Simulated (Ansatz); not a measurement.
# Te2Pb (model cell, started as rutile): a soft mode frozen in

Wanted: the energy along a soft mode of Te2Pb (model cell, started as rutile) and the structure at the end.

Program: Ansatz 0.2.0. Level of theory: DFT PBEsol, scalar-relativistic, plane waves, PAW. Values are calculated unless marked as measured.

The raw output is cut from this account; settings, times and results stay.

The structure was built from a prototype and need not be the compound's stable phase.

## (1) Starting point

The structure is tetragonal, space group P4_2/mnm (No. 136). The conventional cell has a = 6.284 Å, b = 6.284 Å, c = 5.731 Å, α = 90.00°, β = 90.00°, γ = 90.00°. Nearest to Pb lie 6 Te at 3.01 to 3.20 Å. Te has 1 Te at 2.86 Å and 3 Pb at 3.01 to 3.20 Å nearest. Farther neighbours, and contacts between anions beyond the nearest, are not listed.

As a file:

```cif
data_structure
_symmetry_space_group_name_H-M 'P 1'
_symmetry_Int_Tables_number 1
_cell_length_a 6.2837
_cell_length_b 6.2837
_cell_length_c 5.7309
_cell_angle_alpha 90.000
_cell_angle_beta 90.000
_cell_angle_gamma 90.000
_cell_volume 226.29
loop_
_atom_site_label
_atom_site_type_symbol
_atom_site_fract_x
_atom_site_fract_y
_atom_site_fract_z
_atom_site_occupancy
Pb1 Pb 0.00000 0.00000 0.00000 1
Pb2 Pb 0.50000 0.50000 0.50000 1
Te3 Te 0.33912 0.33912 0.00000 1
Te4 Te 0.66088 0.66088 0.00000 1
Te5 Te 0.83912 0.16088 0.50000 1
Te6 Te 0.16088 0.83912 0.50000 1
```

## (2) Modes at Γ

The zone centre is the only wavevector solved here; it holds the modes that light can see. No field response is asked, since the mesh shows no gap.

Contents of input.yaml:

```yaml
crystal:
  lattice:
    - [6.2837440113, 0.0, 0.0]
    - [0.0, 6.2837440113, 0.0]
    - [0.0, 0.0, 5.7309201388]
  atoms:
    - { symbol: Pb, position: [0.0, 0.0, 0.0] }
    - { symbol: Pb, position: [0.5, 0.5, 0.5] }
    - { symbol: Te, position: [0.3391187516, 0.3391187516, 0.0] }
    - { symbol: Te, position: [0.6608812484, 0.6608812484, 0.0] }
    - { symbol: Te, position: [0.8391187516, 0.1608812484, 0.5] }
    - { symbol: Te, position: [0.1608812484, 0.8391187516, 0.5] }
kpoints:
  mp_grid: { grid: [6, 6, 8] }
hamiltonian:
  xc: pbesol
scf:
  occupations: { method: methfessel_paxton, width: 0.2 }
output:
  eigenvalues: true
phonons:
  method: dfpt
```

The run is started by

```bash
ansatz run input.yaml --threads 8 --pin off --max-ram 14336MiB --backend cpu --events-out ev --progress --plain --runs-dir out
```

Elapsed: 1.8 min, on 8 threads of Arm Neoverse V2, shared host; peak memory 4.2 GiB; 13 min of CPU time.

This step gave:

```
volume per atom                                         : 37.71 Å³
gap on the k-mesh                                       : 0 eV
sum-rule residual before enforcement                    : 1.63e-4 eV/Å²
point group                                             : 4/mmm
highest optical mode at the zone centre (no LO-TO term) : 148.5 cm⁻¹
lowest optical zone-centre mode                         : -62.45 cm⁻¹
```

Patterns of degenerate modes are one choice out of their space. The modes at Γ (shares of kinetic energy by element, %) (negative means imaginary):

```
mode  frequency (cm⁻¹)  symmetry  Pb %  Te %
   1             -62.5       A2g     0   100
   2             -57.0       B1g     0   100
   3             -31.5        Eu    29    71
   4             -31.5        Eu    29    71
   5             -26.3       B1u    78    22
   6               0.0  acoustic    45    55
   7               0.0  acoustic    45    55
   8               0.0  acoustic    45    55
   9              44.6        Eu    79    21
  10              44.6        Eu    79    21
  11              45.2       A2u    55    45
  12              70.8        Eg     0   100
  13              70.8        Eg     0   100
  14              75.8       B1u    22    78
  15             114.9        Eu    48    52
  16             114.9        Eu    48    52
  17             137.7       B2g     0   100
  18             148.5       A1g     0   100
```

Displacements in mode 1 (-62.5 cm⁻¹), the largest set to 1:
```
Pb1  0.00  0.00  0.00
Pb2  0.00  0.00  0.00
Te3 -1.00  1.00  0.00
Te4  1.00 -1.00  0.00
Te5  1.00  1.00  0.00
Te6 -1.00 -1.00  0.00
```

Displacements in mode 2 (-57.0 cm⁻¹), the largest set to 1:
```
Pb1  0.00  0.00  0.00
Pb2  0.00  0.00  0.00
Te3  1.00 -1.00  0.00
Te4 -1.00  1.00  0.00
Te5  1.00  1.00  0.00
Te6 -1.00 -1.00  0.00
```

Before it was imposed, the acoustic sum rule was missed by 1.6e-4 eV/Å². Small misses are needed for a sound result but don't prove that mesh and cutoff are converged. The lowest optical mode is imaginary, 62.5i cm⁻¹, so the energy falls along it.

## (3) The mode frozen in, largest atomic shift 0 Å

The mode followed lies at Γ with frequency 62.5i cm⁻¹, the softest among the wavevectors solved. At small amplitude the pattern taken leaves space group no. 84 by a symmetry search on the positions. The undistorted cell that holds it gives the zero of energy on the same k mesh.

Edit input.yaml of step 2 so:

```diff
@@ -19,4 +19,4 @@
 output:
+  forces: true
+  stress: true
   eigenvalues: true
-phonons:
-  method: dfpt
```

The job ended after 5 s (8 threads; peak memory 1.1 GiB; 38 s of CPU time).

Numbers from this step:

```yaml
pressure: 0.002470 GPa
energy_from_the_undistorted_cell: 0 meV/atom
```

The run ends at a pressure of 0.00 GPa, with forces up to 4.7e-4 eV/Å.

## (4) The mode frozen in, largest atomic shift 0.45 Å

The atoms are moved along the unstable eigenvector, the largest shift by 0.45 Å, with the cell fixed.

input.yaml, the sections that differ from step 3:

```yaml
crystal:
  lattice:
    - [6.2837440113, 0.0, 0.0]
    - [0.0, 6.2837440113, 0.0]
    - [0.0, 0.0, 5.7309201388]
  atoms:
    - { symbol: Pb, position: [0.0, 0.0, 0.0] }
    - { symbol: Pb, position: [0.5, 0.5, 0.5] }
    - { symbol: Te, position: [0.2884804616, 0.3897570416, 0.0] }
    - { symbol: Te, position: [0.7115195384, 0.6102429584, 0.0] }
    - { symbol: Te, position: [0.8897570416, 0.2115195384, 0.5] }
    - { symbol: Te, position: [0.1102429584, 0.7884804616, 0.5] }
# kpoints, hamiltonian, scf, output: as in step 3
```

It took 5.5 s on 8 threads; peak memory 1.2 GiB.

This step gave:

```yaml
pressure: -0.7832 GPa
energy_from_the_undistorted_cell: -58.31 meV/atom
```

The energy, extrapolated to zero smearing, is -58.31 meV/atom against the undistorted cell.

The run ends at a pressure of -0.78 GPa, with forces up to 0.59 eV/Å.

## (5) Energy along the mode, all amplitudes (two of the runs are shown above)

An imaginary frequency means negative curvature, so the energy should fall and then rise again as anharmonic terms take over.

This step gave:

```yaml
depth_at_the_lowest_point_sampled: 58.31 meV/atom
largest_atomic_shift_at_that_point: 0.45 Å
```

Table of energy from the parent by largest atomic shift:

```
largest atomic shift (Å)  energy from the parent (meV/atom)
                   0.000                                  0
                   0.040                              -1.02
                   0.080                              -4.06
                   0.140                              -12.1
                   0.220                              -26.6
                   0.320                              -44.9
                   0.450                              -58.3
                   0.600                              -54.0
```

Displacement at unit largest shift by atom:

```
atom   x (Å)   y (Å)  z (Å)   size
 Pb1   0.000   0.000  0.000  0.000
 Pb2   0.000   0.000  0.000  0.000
 Te3  -0.707   0.707  0.000  1.000
 Te4   0.707  -0.707  0.000  1.000
 Te5   0.707   0.707  0.000  1.000
 Te6  -0.707  -0.707  0.000  1.000
```

The lowest step is at 0.45 Å, 58.3 meV/atom below the parent, and the energy rises beyond it.

## (6) Relaxing from the distorted cell

Starting from the lowest point found, all atoms and the cell are let go, so that strain and other modes of the same symmetry can join in.

Edit input.yaml of step 4 so:

```diff
@@ -22 +22,6 @@
   eigenvalues: true
+relax:
+  adjacent_minimum: "off"
+  f_tol: 0.002
+  max_steps: 120
+  cell: { stress_tol: 0.03 }
```

Elapsed: 49 s, on 8 threads; peak memory 1.2 GiB; 6.4 min of CPU time.

The steps of the relaxation:

```
step  energy less that of the first step (eV)  largest force component (eV/Å)  pressure (GPa)  volume (Å³)
   1                                   0.0000                          0.4547           -0.78       226.29
   2                                  -0.2058                          0.1243            1.02       217.94
   3                                  -0.2541                          0.2060            0.59       222.22
   4                                  -0.2642                          0.0199            0.00       224.66
   5                                  -0.2652                          0.0095           -0.04       224.52
   6                                  -0.2652                          0.0073           -0.02       224.36
   7                                  -0.2653                          0.0013            0.00       224.24
  8*                                  -0.2650                          0.0014            0.00       224.24
```

Relaxation steps marked * repeat the geometry before them on a plane-wave basis chosen anew for their cell, so energy and pressure can jump there.

The run keeps the 8 symmetry operations that the program found, so distortions that break them were not tested.

```
conventional cell, symmetrised  before  after  change
                         a (Å)   6.284  6.148  -2.2 %
                         b (Å)   6.284  6.148  -2.2 %
                         c (Å)   5.731  5.932  +3.5 %
              volume (Å³/atom)   37.71  37.37  -0.9 %
```

The atoms that moved most (Å, as changes of fractional coordinates times the final cell):

```
atom      dx      dy     dz  length
 Te4   0.053  -0.272  0.000   0.277
 Te3  -0.053   0.272  0.000   0.277
 Te6  -0.272  -0.053  0.000   0.277
 Te5   0.272   0.053  0.000   0.277
```

The relaxed structure:

```xyz
6
Lattice="6.1485 0.0000 0.0000 0.0000 6.1485 0.0000 0.0000 0.0000 5.9316" Properties=species:S:1:pos:R:3 pbc="T T T"
Pb    0.0000    0.0000    0.0000
Pb    3.0742    3.0742    2.9658
Te    1.7206    2.6684    0.0000
Te    4.4279    3.4800    0.0000
Te    5.7427    1.3537    2.9658
Te    0.4058    4.7948    2.9658
```

This step gave:

* pressure: -0.004215 GPa
* volume per atom: 37.37 Å³

The distorted start has space group P4_2/m; the relaxation ends in P4_2/m.

## (7) The new phase in its own primitive cell

The relaxed structure is symmetrised, reduced to its primitive cell and relaxed tightly, as its phonons need.

Contents of input.yaml:

```yaml
crystal:
  lattice:
    - [6.1484539519, 0.0, 0.0]
    - [0.0, 6.1484539519, 0.0]
    - [0.0, 0.0, 5.931621851]
  atoms:
    - { symbol: Pb, position: [0.0, 0.5, 0.0] }
    - { symbol: Pb, position: [0.5, 0.0, 0.5] }
    - { symbol: Te, position: [0.2798354826, 0.9340024424, 0.0] }
    - { symbol: Te, position: [0.7201645174, 0.0659975576, 0.0] }
    - { symbol: Te, position: [0.9340024424, 0.7201645174, 0.5] }
    - { symbol: Te, position: [0.0659975576, 0.2798354826, 0.5] }
kpoints:
  mp_grid: { grid: [6, 6, 6] }
hamiltonian:
  xc: pbesol
scf:
  occupations: { method: methfessel_paxton, width: 0.2 }
output:
  forces: true
  stress: true
  eigenvalues: true
relax:
  adjacent_minimum: "off"
  f_tol: 0.001
  max_steps: 60
  cell: { stress_tol: 0.01 }
```

The job ended after 24 s (8 threads; peak memory 1.1 GiB; 3.1 min of CPU time).

Little changed from the start: no atom moved by 0.005 Å and no cell edge by 0.1 %.

Numbers from this step:

* pressure: 0.002048 GPa
* volume per atom: 37.35 Å³

The largest force component left is 0.23 meV/Å and the pressure is 0.002 GPa, within the tolerances set. The cell now holds 37.35 Å³/atom.

## (8) Modes of the new phase, k-mesh 6×6×6

A relaxed structure may still be a saddle point, so its zone-centre modes are computed. No field response is asked, since the mesh shows no gap.

Contents of input.yaml:

```yaml
crystal:
  lattice:
    - [6.1491035575, 0.0, 0.0]
    - [0.0, 6.1491035575, 0.0]
    - [0.0, 0.0, 5.927385685]
  atoms:
    - { symbol: Pb, position: [0.0, 0.5, 0.0] }
    - { symbol: Pb, position: [0.5, 0.0, 0.5] }
    - { symbol: Te, position: [0.2799936049, 0.9334410623, 0.0] }
    - { symbol: Te, position: [0.7200063951, 0.0665589377, 0.0] }
    - { symbol: Te, position: [0.9334410623, 0.7200063951, 0.5] }
    - { symbol: Te, position: [0.0665589377, 0.2799936049, 0.5] }
kpoints:
  mp_grid: { grid: [6, 6, 6] }
hamiltonian:
  xc: pbesol
scf:
  occupations: { method: methfessel_paxton, width: 0.2 }
output:
  eigenvalues: true
phonons:
  method: dfpt
```

Wall time 1.9 min (8 threads); peak memory 3.5 GiB.

This step gave:

* sum-rule residual before enforcement: 1.11e-4 eV/Å²
* point group: 4/m
* highest optical mode at the zone centre (no LO-TO term): 146.6 cm⁻¹
* lowest optical zone-centre mode: -20.33 cm⁻¹

Patterns of degenerate modes are one choice out of their space. The modes at Γ (shares of kinetic energy by element, %) (negative means imaginary):

```
mode  frequency (cm⁻¹)  symmetry  Pb %  Te %
   1             -20.3        Au    55    45
   2              -7.3        Bu    96     4
   3               0.0  acoustic    45    55
   4               0.0  acoustic    45    55
   5               0.0  acoustic    45    55
   6              22.6        Eu    59    41
   7              22.6        Eu    59    41
   8              40.1        Eu    49    51
   9              40.1        Eu    49    51
  10              41.7        Bg     0   100
  11              51.0        Bu     4    96
  12              55.6        Ag     0   100
  13              63.9        Eg     0   100
  14              63.9        Eg     0   100
  15              80.7        Eu    47    53
  16              80.7        Eu    47    53
  17             141.6        Bg     0   100
  18             146.6        Ag     0   100
```

Displacements in mode 1 (-20.3 cm⁻¹), the largest set to 1:
```
Pb1  0.00  0.00  1.00
Pb2  0.00  0.00  1.00
Te3  0.00  0.00 -0.81
Te4  0.00  0.00 -0.81
Te5  0.00  0.00 -0.81
Te6  0.00  0.00 -0.81
```

Displacements in mode 8 (40.1 cm⁻¹), the largest set to 1:
```
Pb1  0.04  1.00  0.00
Pb2  0.01 -0.66  0.00
Te3  0.30  0.57  0.00
Te4  0.30  0.57  0.00
Te5 -0.34 -0.84  0.00
Te6 -0.34 -0.84  0.00
```

Before it was imposed, the acoustic sum rule was missed by 1.1e-4 eV/Å². Small misses are needed for a sound result but don't prove that mesh and cutoff are converged. The lowest optical mode is imaginary, 20.3i cm⁻¹, so the energy falls along it.

## (9) Outcome

```
unstable mode of the parent                                                      : q = (0, 0, 0), 62i cm⁻¹
depth at the lowest point sampled                                                : 58.3 meV/atom
largest atomic shift at that point                                               : 0.45 Å
space group reached                                                              : P4_2/m
energy gained over the parent (first relaxation, on the mesh of the frozen mode) : 102 meV/atom
volume per atom, phase reached                                                   : 37.4 Å³
lowest optical zone-centre mode, phase reached                                   : -20.3 cm⁻¹
highest optical mode at the zone centre (no LO-TO term), phase reached           : 147 cm⁻¹
```

**Reading.** Along this mode the structure falls into P4_2/m, 102 meV/atom below the parent. At the parent's cell the well is 58.31 meV/atom deep on the steps tried, with its lowest point at a shift of 0.45 Å. Relaxing atoms and cell changes the gain by +44.12 meV/atom against the lowest step (energies at zero smearing). The new phase still has an imaginary mode at the zone centre of its cell, so it is a saddle point on the way to a lower structure. Of the 2 patterns followed from this parent, this one ends 169 meV/atom above the lowest, Pnnm. Each path keeps the symmetry of its pattern, so a lower phase may lie along a pattern not tried. With no gap, or one that is small against the smearing, the frequencies hang on the k mesh and the smearing, most of all near Kohn anomalies. A semilocal functional can close a gap that the real compound would have, so the metallic treatment may be an artefact of the level. Spin-orbit coupling is left out, which can matter for the heavy elements here. The starting cell was built on a prototype and not taken from a measurement, so the phase need not exist.

[Long decimals in the printed logs are rounded to 6 places.]

[Logs are printed without paths, hosts, clocks, repeated set-up lines and the standing remarks that a program may print on its own settings, such as how far it seeks lower states.]

[Hosts, paths, dates, database ids (printed as entryN), source tags and the programs' standing remarks are cut or masked in the printed files.]

[Where the starting crystal was built by hand or by swapping elements, it need not be the compound's stable phase.]
